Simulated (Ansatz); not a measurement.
# Optical response of KTlSO (model structure)

What colour and refractive index does KTlSO (model structure) have at this level of theory? The cell was made here by substitution or stacking, whether or not such a phase is known. It was built so: 1 of the 2 O atoms of the cell replaced by S in the R-3m structure of KTlO2.

Main program and level: Ansatz 0.2.0; DFT, PBE, plane-wave PAW, default files, scalar-relativistic, independent-particle optical response without local fields.

**1. The starting structure**

The structure is trigonal, space group R3m (No. 160). The conventional cell has a = 3.706 Å, b = 3.706 Å, c = 19.645 Å, α = 90.00°, β = 90.00°, γ = 120.00°. Tl has 3 S at 2.50 Å and 3 O at 2.50 Å nearest. Nearest to K lie 3 O at 2.92 Å and 3 S at 2.92 Å. Nearest to S lie 3 Tl at 2.50 Å and 3 K at 2.92 Å. Nearest to O lie 3 Tl at 2.50 Å and 3 K at 2.92 Å. 1 of the 2 O atoms of the cell replaced by S in the R-3m structure of KTlO2. Farther neighbours and most contacts between anions are not listed.

**2. Relaxation**

The structure was built or cut out here, so it is relaxed before any spectrum is computed.

This step: DFT, PBE, plane-wave PAW, default files, scalar-relativistic, relaxation (Ansatz 0.2.0).

input.yaml

```yaml
crystal:
  lattice:
    - [1.85303163, 1.06984831, 6.5484663]
    - [-1.85303163, 1.06984831, 6.5484663]
    - [0.0, -2.13969662, 6.5484663]
  atoms:
    - { symbol: Tl, position: [0.0, 0.0, 0.0] }
    - { symbol: K, position: [0.5, 0.5, 0.5] }
    - { symbol: S, position: [0.26791574, 0.26791574, 0.26791574] }
    - { symbol: O, position: [0.73208426, 0.73208426, 0.73208426] }
kpoints:
  mp_grid: { grid: [7, 7, 7] }
scf:
  occupations: { method: fermi_dirac, width: 0.05 }
hamiltonian:
  xc: pbe
  pseudopotentials: { kind: paw }
output:
  forces: true
  stress: true
relax:
  f_tol: 0.02
  max_steps: 50
  cell: {}
```

On the command line:

```bash
$ ansatz run input.yaml --threads 4 --pin off --max-ram 8192MiB --backend cpu --events-out ev --progress --plain --runs-dir out
```

Numbers of over 12 decimals in the logs are rounded to 6 here.

What it wrote:

```text
basis.fft_grid_basis auto: the FFT boxes are laid along the combinations [[1, 0, -1], [0, 1, -1], [0, 0, 1]] of the cell's own vectors, 3.706, 3.706 and 6.889 Å long. The dense box has 25×25×48 points. Along the cell's own vectors, as sized, it would have 48×48×48, 3.69 times as many. Of the 6 symmetry operations that the crystal satisfies within crystal.symmetry.tolerance (time reversal apart; of a slab, those that  [...]
Engine: ansatz 0.2.0, x86_64-unknown-linux-gnu
Pseudopotentials: kind: paw
Pseudopotential: Tl, paw, valence charge 13, recommended cutoff 420 eV (normal), Tl.paw.azcp
Pseudopotential: K, paw, valence charge 9, recommended cutoff 420 eV (normal), K.paw.azcp
Pseudopotential: S, paw, valence charge 6, recommended cutoff 420 eV (normal), S.paw.azcp
Pseudopotential: O, paw, valence charge 6, recommended cutoff 420 eV (normal), O.paw.azcp
Functional definition: PBE
  parameter kappa = 0.804
  parameter beta = 0.066725
  exchange = pbe_x(kappa = kappa, mu = beta*pi^2/3)
  correlation = pbe_c(beta = beta)
Crystal: 4 atoms, lattice volume = 77.893 Å³
Basis set: ecut = 420 eV, 1533 PW (Γ), FFT grids on a1−a3, a2−a3, a3, exchange–correlation on 50×50×96 points (8 copies of the dense FFT grid, shifted against one another)
Bands: 21, of which v1, the nominal top of the filled ones, is band 17 counted from 1 (16 counted from 0)
Symmetry: 6 space group operations
Space group: R3m (ITA 160), of the structure as read, at distance tolerance 4.3e-5 Å
k-points: 44 of 343 (time reversal used)
Non-local potential: Tl, projectors of the file, l = 0: 2, l = 1: 2, l = 2: 2, l = 3: 1
Non-local potential: K, projectors of the file, l = 0: 3, l = 1: 2, l = 2: 2
Non-local potential: S, projectors of the file, l = 0: 2, l = 1: 2, l = 2: 2
Non-local potential: O, projectors of the file, l = 0: 2, l = 1: 2, l = 2: 1
PAW form: soft (Blöchl's): semilocal exchange-correlation on the pseudo side does not see the compensation charge
PAW one-centre angular grid: Tl, 590 points (default); XC on 64 Gauss nodes
PAW one-centre angular grid: K, 110 points (default); XC on 64 Gauss nodes
PAW one-centre angular grid: S, 110 points (default); XC on 64 Gauss nodes
PAW one-centre angular grid: O, 110 points (default); XC on 64 Gauss nodes
Initial density: superposition of atomic densities (neutral atoms: chi_scale 0, normalization atom), corrected by the library's trained network
Initial wavefunctions: pseudopotential atomic-orbital guess
Functional: x = pbe(κ = 0.804, μ = 0.219515), c = pbe(β = 0.066725)
SCF iter   1: F=—  HF=-14451.152951 eV  |F-HF|=—  |Δ(HF+E_count)|=         —  Δρ=3.52e-3  dr2=1.15e-2  ethr=1.77e-3  ⟨swp⟩=6.5  Hψ=5160  notcnv=0
preconditioner: auto → Resta (q_TF=auto, 2.376 Å⁻¹)  ε∞=4.3  [insulator: Δε(μ)=1.125 eV  Ē_g=13.111 eV  σ=0.050 eV  W_gap=1.00  n_scr=22 (ndim 8)  ℏωp=23.8 eV  f_vac=0.035  D(μ)=0.00/eV (n_scr^D=0)  ε∞_Penn≈4.3]
SCF iter   2: F=—  HF=-14451.149430 eV  |F-HF|=—  |Δ(HF+E_count)|=   3.52e-3  Δρ=1.72e-3  dr2=2.29e-3  ethr=3.37e-5  ⟨swp⟩=1.3  Hψ=1327  notcnv=0
SCF iter   3: F=—  HF=-14451.148896 eV  |F-HF|=—  |Δ(HF+E_count)|=   5.34e-4  Δρ=3.28e-4  dr2=1.25e-4  ethr=6.74e-6  ⟨swp⟩=2.0  Hψ=1146  notcnv=0
SCF iter   4: F=—  HF=-14451.148897 eV  |F-HF|=—  |Δ(HF+E_count)|=   1.08e-6  Δρ=3.29e-4  dr2=9.15e-5  ethr=3.66e-7  ⟨swp⟩=2.0  Hψ=1628  notcnv=0
SCF iter   5: F=—  HF=-14451.148879 eV  |F-HF|=—  |Δ(HF+E_count)|=   1.82e-5  Δρ=1.12e-4  dr2=1.04e-5  ethr=2.69e-7  ⟨swp⟩=2.0  Hψ=1500  notcnv=0
SCF iter   6: F=—  HF=-14451.148880 eV  |F-HF|=—  |Δ(HF+E_count)|=   1.23e-6  Δρ=2.71e-5  dr2=6.35e-7  ethr=3.07e-8  ⟨swp⟩=2.0  Hψ=1124  notcnv=0
SCF iter   7: F=-14451.148881 eV  HF=-14451.148881 eV  |F-HF|=3.21e-8  |Δ(HF+E_count)|=   5.29e-7  Δρ=4.50e-6  dr2=1.92e-8  ethr=2.94e-10  ⟨swp⟩=4.6  Hψ=3403  notcnv=0
SCF 1 converged in 7 iterations: F = -14451.148881 eV  dr2 = 1.92e-8
  greatest PAW one-centre occupation: 0.988 electrons in one spin orbital (limit 2), on the K atom at site 1 (counted from 0), in its partial waves of l = 0
relax step   1: F+E_penalty+E_count = -14451.14888098 eV  Δ(F+E_penalty+E_count) = +0.000e0 eV  max|allowed force component| = 3.060e0 eV/Å  Δτ_max = 0.0000 Å  P = +8.318 GPa  Ω = 77.893 Å³  (7 SCF iters, dr2 threshold 1.00e-7 eV, accepted)
Crystal: 4 atoms, lattice volume = 81.168 Å³
Basis set: ecut = 420 eV, 1571 PW (Γ), FFT grids on a1−a3, a2−a3, a3, exchange–correlation on 50×50×96 points (8 copies of the dense FFT grid, shifted against one another)
Initial density: handed on by an earlier stage of this run
Initial wavefunctions: those handed on with the density
iter 1 solved again at ethr=1.17e-3 eV; its pass at ethr=3.10e-3 eV (dr2=3.97e-1 eV) is discarded
SCF iter   1: F=—  HF=-14451.837552 eV  |F-HF|=—  |Δ(HF+E_count)|=         —  Δρ=2.09e-2  dr2=3.97e-1  ethr=1.17e-3  ⟨swp⟩=1.0  Hψ=5864  notcnv=0
preconditioner: auto → Resta (q_TF=auto, 2.360 Å⁻¹)  ε∞=4.2  [insulator: Δε(μ)=0.226 eV  Ē_g=13.019 eV  σ=0.050 eV  W_gap=0.65  n_scr=22 (ndim 8)  ℏωp=23.3 eV  f_vac=0.036  D(μ)=0.11/eV (n_scr^D=0)  ε∞_Penn≈4.2]
SCF iter   2: F=—  HF=-14451.735419 eV  |F-HF|=—  |Δ(HF+E_count)|=   1.02e-1  Δρ=8.77e-3  dr2=4.76e-2  ethr=1.17e-3  ⟨swp⟩=2.1  Hψ=1554  notcnv=0
SCF iter   3: F=—  HF=-14451.727052 eV  |F-HF|=—  |Δ(HF+E_count)|=   8.37e-3  Δρ=5.72e-3  dr2=2.52e-2  ethr=1.40e-4  ⟨swp⟩=2.0  Hψ=1966  notcnv=0
SCF iter   4: F=—  HF=-14451.723585 eV  |F-HF|=—  |Δ(HF+E_count)|=   3.47e-3  Δρ=1.45e-3  dr2=1.87e-3  ethr=7.40e-5  ⟨swp⟩=2.1  Hψ=1339  notcnv=0
SCF iter   5: F=—  HF=-14451.723805 eV  |F-HF|=—  |Δ(HF+E_count)|=   2.19e-4  Δρ=3.07e-4  dr2=1.09e-4  ethr=5.50e-6  ⟨swp⟩=2.3  Hψ=1329  notcnv=0
SCF iter   6: F=—  HF=-14451.723812 eV  |F-HF|=—  |Δ(HF+E_count)|=   7.44e-6  Δρ=1.05e-4  dr2=9.60e-6  ethr=3.22e-7  ⟨swp⟩=2.1  Hψ=1388  notcnv=0
SCF iter   7: F=—  HF=-14451.723823 eV  |F-HF|=—  |Δ(HF+E_count)|=   1.09e-5  Δρ=2.25e-5  dr2=4.99e-7  ethr=2.82e-8  ⟨swp⟩=2.4  Hψ=1597  notcnv=0
SCF iter   8: F=-14451.723824 eV  HF=-14451.723823 eV  |F-HF|=4.17e-8  |Δ(HF+E_count)|=   3.53e-7  Δρ=6.48e-6  dr2=5.13e-8  ethr=1.18e-9  ⟨swp⟩=4.0  Hψ=3131  notcnv=0
SCF 2 converged in 8 iterations: F = -14451.723824 eV  dr2 = 5.13e-8
relax step   2: F+E_penalty+E_count = -14451.72382353 eV  Δ(F+E_penalty+E_count) = -5.749e-1 eV  max|allowed force component| = 3.583e-1 eV/Å  Δτ_max = 0.1908 Å  P = +2.230 GPa  Ω = 81.168 Å³  energy of the carried Pulay correction = -3.666e-3 eV  (8 SCF iters, dr2 threshold 4.00e-7 eV, accepted)
Crystal: 4 atoms, lattice volume = 83.541 Å³
Basis set: ecut = 420 eV, 1655 PW (Γ), FFT grids on a1−a3, a2−a3, a3, exchange–correlation on 50×50×96 points (8 copies of the dense FFT grid, shifted against one another)
iter 1 solved again at ethr=2.22e-4 eV; its pass at ethr=3.10e-3 eV (dr2=7.55e-2 eV) is discarded
SCF iter   1: F=—  HF=-14451.773387 eV  |F-HF|=—  |Δ(HF+E_count)|=         —  Δρ=5.52e-3  dr2=7.42e-2  ethr=2.22e-4  ⟨swp⟩=1.0  Hψ=5615  notcnv=0
preconditioner: auto → Resta (q_TF=auto, 2.349 Å⁻¹)  ε∞=4.2  [insulator: Δε(μ)=0.217 eV  Ē_g=12.862 eV  σ=0.050 eV  W_gap=0.78  n_scr=22 (ndim 8)  ℏωp=23.0 eV  f_vac=0.038  D(μ)=0.14/eV (n_scr^D=0)  ε∞_Penn≈4.2]
SCF iter   2: F=—  HF=-14451.762207 eV  |F-HF|=—  |Δ(HF+E_count)|=   1.12e-2  Δρ=4.32e-3  dr2=1.54e-2  ethr=2.18e-4  ⟨swp⟩=2.2  Hψ=1340  notcnv=0
SCF iter   3: F=—  HF=-14451.759644 eV  |F-HF|=—  |Δ(HF+E_count)|=   2.56e-3  Δρ=1.45e-3  dr2=4.02e-3  ethr=4.53e-5  ⟨swp⟩=2.0  Hψ=1770  notcnv=0
SCF iter   4: F=—  HF=-14451.759055 eV  |F-HF|=—  |Δ(HF+E_count)|=   5.89e-4  Δρ=6.12e-4  dr2=9.43e-4  ethr=1.18e-5  ⟨swp⟩=1.0  Hψ=964  notcnv=0
SCF iter   5: F=—  HF=-14451.758889 eV  |F-HF|=—  |Δ(HF+E_count)|=   1.66e-4  Δρ=1.49e-4  dr2=4.98e-5  ethr=2.77e-6  ⟨swp⟩=2.4  Hψ=1234  notcnv=0
SCF iter   6: F=—  HF=-14451.758867 eV  |F-HF|=—  |Δ(HF+E_count)|=   2.19e-5  Δρ=3.56e-5  dr2=1.76e-6  ethr=1.47e-7  ⟨swp⟩=2.1  Hψ=1596  notcnv=0
SCF iter   7: F=-14451.758868 eV  HF=-14451.758868 eV  |F-HF|=3.73e-8  |Δ(HF+E_count)|=   1.12e-6  Δρ=6.30e-6  dr2=5.12e-8  ethr=1.18e-9  ⟨swp⟩=4.0  Hψ=3273  notcnv=0
SCF 3 converged in 7 iterations: F = -14451.758868 eV  dr2 = 5.12e-8
relax step   3: F+E_penalty+E_count = -14451.75886818 eV  Δ(F+E_penalty+E_count) = -3.504e-2 eV  max|allowed force component| = 2.701e-1 eV/Å  Δτ_max = 0.0498 Å  P = +0.521 GPa  Ω = 83.541 Å³  energy of the carried Pulay correction = -6.230e-3 eV  (7 SCF iters, dr2 threshold 4.00e-7 eV, accepted)
[...]
relax step   4: F+E_penalty+E_count = -14451.76854808 eV  Δ(F+E_penalty+E_count) = -9.680e-3 eV  max|allowed force component| = 6.578e-2 eV/Å  Δτ_max = 0.0338 Å  P = -0.127 GPa  Ω = 84.261 Å³  energy of the carried Pulay correction = -6.992e-3 eV  (6 SCF iters, dr2 threshold 4.00e-7 eV, accepted)
[...]
relax step   5: F+E_penalty+E_count = -14451.77026544 eV  Δ(F+E_penalty+E_count) = -1.717e-3 eV  max|allowed force component| = 1.696e-2 eV/Å  Δτ_max = 0.0235 Å  P = +0.040 GPa  Ω = 84.090 Å³  energy of the carried Pulay correction = -6.812e-3 eV  (7 SCF iters, dr2 threshold 2.70e-7 eV, accepted)
[...]
relax step   6: F+E_penalty+E_count = -14451.77026355 eV  Δ(F+E_penalty+E_count) = +1.886e-6 eV  max|allowed force component| = 2.881e-3 eV/Å  Δτ_max = 0.0027 Å  P = +0.010 GPa  Ω = 84.127 Å³  energy of the carried Pulay correction = -6.851e-3 eV  (6 SCF iters, dr2 threshold 8.16e-9 eV, accepted)
[...]
relax step   7: F+E_penalty+E_count = -14451.78028126 eV  Δ(F+E_penalty+E_count) = -1.002e-2 eV  max|allowed force component| = 2.692e-3 eV/Å  Δτ_max = 0.0000 Å  P = +0.173 GPa  Ω = 84.127 Å³  stress off target by 2.22e-1 GPa  SCF on the basis re-selected at this cell (its energy is not comparable with the rows above)  (7 SCF iters)
[...]
relax step   8: F+E_penalty+E_count = -14451.78018004 eV  Δ(F+E_penalty+E_count) = +1.012e-4 eV  max|allowed force component| = 5.257e-3 eV/Å  Δτ_max = 0.0033 Å  P = +0.032 GPa  Ω = 84.408 Å³  energy of the carried Pulay correction = -2.965e-4 eV  (6 SCF iters, dr2 threshold 1.23e-7 eV, accepted)
[...]
relax step   9: F+E_penalty+E_count = -14451.78014026 eV  Δ(F+E_penalty+E_count) = +3.978e-5 eV  max|allowed force component| = 2.591e-4 eV/Å  Δτ_max = 0.0002 Å  P = +0.001 GPa  Ω = 84.451 Å³  energy of the carried Pulay correction = -3.446e-4 eV  (5 SCF iters, dr2 threshold 7.17e-9 eV, accepted)
iter 1 solved again at ethr=4.59e-8 eV; its pass at ethr=3.10e-3 eV (dr2=1.56e-5 eV) is discarded
SCF iter   1: F=—  HF=-14451.780473 eV  |F-HF|=—  |Δ(HF+E_count)|=         —  Δρ=2.89e-5  dr2=4.62e-8  ethr=4.59e-8  ⟨swp⟩=3.2  Hψ=7308  notcnv=0
preconditioner: auto → Resta (q_TF=auto, 2.344 Å⁻¹)  ε∞=4.2  [insulator: Δε(μ)=0.199 eV  Ē_g=12.792 eV  σ=0.050 eV  W_gap=0.59  n_scr=22 (ndim 8)  ℏωp=22.9 eV  f_vac=0.040  D(μ)=0.07/eV (n_scr^D=0)  ε∞_Penn≈4.2]
SCF iter   2: F=—  HF=-14451.780446 eV  |F-HF|=—  |Δ(HF+E_count)|=   2.70e-5  Δρ=1.48e-5  dr2=3.16e-8  ethr=1.36e-10  ⟨swp⟩=2.0  Hψ=1668  notcnv=0
SCF iter   3: F=—  HF=-14451.780449 eV  |F-HF|=—  |Δ(HF+E_count)|=   2.69e-6  Δρ=7.73e-6  dr2=1.26e-8  ethr=9.31e-11  ⟨swp⟩=2.0  Hψ=1134  notcnv=0
SCF iter   4: F=—  HF=-14451.780449 eV  |F-HF|=—  |Δ(HF+E_count)|=   7.37e-7  Δρ=5.06e-7  dr2=1.92e-10  ethr=3.70e-11  ⟨swp⟩=2.0  Hψ=1615  notcnv=0
SCF iter   5: F=—  HF=-14451.780449 eV  |F-HF|=—  |Δ(HF+E_count)|=  2.22e-10  Δρ=2.16e-7  dr2=4.24e-11  ethr=1.00e-12  ⟨swp⟩=4.0  Hψ=3260  notcnv=0
SCF iter   6: F=-14451.780449 eV  HF=-14451.780449 eV  |F-HF|=3.64e-12  |Δ(HF+E_count)|=  2.82e-10  Δρ=4.00e-8  dr2=1.39e-12  ethr=1.00e-12  ⟨swp⟩=4.0  Hψ=3246  notcnv=0
SCF 10 converged in 6 iterations: F = -14451.780449 eV  dr2 = 1.39e-12
relax step  10: F+E_penalty+E_count = -14451.78044928 eV  Δ(F+E_penalty+E_count) = -3.090e-4 eV  max|allowed force component| = 2.333e-4 eV/Å  Δτ_max = 0.0000 Å  P = +0.004 GPa  Ω = 84.451 Å³  stress off target by 8.97e-3 GPa  SCF on the basis re-selected at this cell (its energy is not comparable with the rows above)  (6 SCF iters)
basis re-selected at this cell: Δ(F+E_penalty+E_count) = -3.090e-4 eV, ΔP = +0.003 GPa vs the last step (what re-selecting the basis moved, of the pressure what is left beyond the Pulay correction that the steps carried, after the strain that the cell walked since its last selection, with what the two solves' SCF thresholds leave and, on support functions, any second-order correction that the steps lacked; it is no m [...]
SCF converged after 6 iterations
Free energy (F): -14451.780449 eV
Harris-Foulkes:  -14451.780449 eV  (|F-HF|=3.64e-12)
Internal energy: -14451.779613 eV  (E = F + TS)
E sigma→0 (E₀):  -14451.780031 eV
Entropy (-TS):   -0.000836 eV (-0.209 meV/atom)
Fermi energy:    6.621235 eV
--- Per-component energies (eV) ---
  E_band       = -99.845030
  E_kinetic    = 872.633679
  E_local      = -2129.415614  (includes V_loc(G=0)·N_el)
  E_nonlocal   = 407.979377
  E_hartree    = 793.844865
  E_xc         = -533.600053
  E_vxc        = -485.013279  (∫ρ·V_xc dr)
  E_paw        = -11711.697024  (= ΣΔE_a)
  E_vpaw       = -353.721302  (= ΣTr[D̂ρ^β])
  E_aug_tail   = 0.002371  (compensation charges beyond the density's cutoff)
  E_ewald      = -2151.527215
  E_smearing   = -0.000836  (= −TS)
  E_closure    = 0.000000  (closes the sum)
  Σ components = -14451.780449   (vs F -14451.780449, Δ=0.00e0)
--- Forces (eV/Å), atoms counted from 1 ---
  atom   1  Tl    -0.00000000     0.00000000    -0.00008886
  atom   2  K      0.00000000    -0.00000000     0.00013760
  atom   3  S      0.00000000    -0.00000000    -0.00023312
  atom   4  O      0.00000000     0.00000000     0.00018517
  max |Σ_I F_I| component: 7.90e-7 eV/Å
--- Stress (GPa, compression-positive) ---
        0.001125       0.000000      -0.000000
        0.000000       0.001125       0.000000
       -0.000000       0.000000       0.008970
  P = ⅓ Tr σ = 0.0037 GPa (0.037 kbar)
--- Relaxed structure (8 steps of the walk, 8 accepted, 2 SCFs on fresh bases) ---
  F+E_penalty+E_count = -14451.78044928 eV   max|allowed force component| = 2.333e-4 eV/Å   (the final SCF, on the basis selected at the relaxed cell)
  cell:  # Å, volume = 84.4514 Å³
    - [1.893520, 1.093224, 6.799490]
    - [-1.893520, 1.093224, 6.799490]
    - [0, -2.186449, 6.799490]
  atoms:
    - { symbol: Tl, position: [0.010111, 0.010111, 0.010111] }
    - { symbol: K, position: [0.485694, 0.485694, 0.485694] }
    - { symbol: S, position: [0.268564, 0.268564, 0.268564] }
    - { symbol: O, position: [0.735631, 0.735631, 0.735631] }
```

It took 15 s on 4 threads of AMD EPYC 7B13 (Zen 3), shared host; peak memory 0.55 GiB; 51 s of CPU time.

Relaxation path:

| step | energy less that of the first step (eV) | largest force component (eV/Å) | pressure (GPa) | volume (Å³) |
| --- | --- | --- | --- | --- |
| 1 | 0.0000 | 3.0601 | 8.32 | 77.89 |
| 2 | -0.5749 | 0.3583 | 2.23 | 81.17 |
| 3 | -0.6100 | 0.2701 | 0.52 | 83.54 |
| 4 | -0.6197 | 0.0658 | -0.13 | 84.26 |
| 5 | -0.6214 | 0.0170 | 0.04 | 84.09 |
| 6 | -0.6214 | 0.0029 | 0.01 | 84.13 |
| 7* | -0.6314 | 0.0027 | 0.17 | 84.13 |
| 8 | -0.6313 | 0.0053 | 0.03 | 84.41 |
| 9 | -0.6313 | 0.0003 | 0.00 | 84.45 |
| 10* | -0.6316 | 0.0002 | 0.00 | 84.45 |

Relaxation steps marked * repeat the geometry before them on a plane-wave basis chosen anew for their cell, so energy and pressure can jump there.

Forces are held to the 6 operations that the run works with; a distortion that breaks them can't arise in this run.

| conventional cell, symmetrised | before | after | change |
| --- | --- | --- | --- |
| a (Å) | 3.706 | 3.787 | +2.2 % |
| b (Å) | 3.706 | 3.787 | +2.2 % |
| c (Å) | 19.645 | 20.398 | +3.8 % |
| volume (Å³/atom) | 19.47 | 21.11 | +8.4 % |

The atoms that moved most (Å, as changes of fractional coordinates times the final cell):

| atom | dx | dy | dz | length |
| --- | --- | --- | --- | --- |
| K2 | 0.000 | 0.000 | -0.292 | 0.292 |
| Tl1 | 0.000 | 0.000 | 0.206 | 0.206 |
| O4 | 0.000 | 0.000 | 0.072 | 0.072 |
| S3 | 0.000 | 0.000 | 0.013 | 0.013 |

Final coordinates:

```cif
data_structure
_symmetry_space_group_name_H-M 'P 1'
_symmetry_Int_Tables_number 1
_cell_length_a 7.1424
_cell_length_b 7.1424
_cell_length_c 7.1424
_cell_angle_alpha 30.747
_cell_angle_beta 30.747
_cell_angle_gamma 30.747
_cell_volume 84.45
loop_
_atom_site_label
_atom_site_type_symbol
_atom_site_fract_x
_atom_site_fract_y
_atom_site_fract_z
_atom_site_occupancy
Tl1 Tl 0.01011 0.01011 0.01011 1
K2 K 0.48569 0.48569 0.48569 1
S3 S 0.26856 0.26856 0.26856 1
O4 O 0.73563 0.73563 0.73563 1
```

The relaxation ends with a largest force component of 2.3e-4 eV/Å and a pressure of 0.00 GPa.

[end of part 1 of 2]

[Logs are printed without paths, hosts, clocks, repeated set-up lines and the standing remarks that a program may print on its own settings, such as how far it seeks lower states.]

[Hosts, paths, dates, database ids (printed as entryN), source tags and the programs' standing remarks are cut or masked in the printed files.]
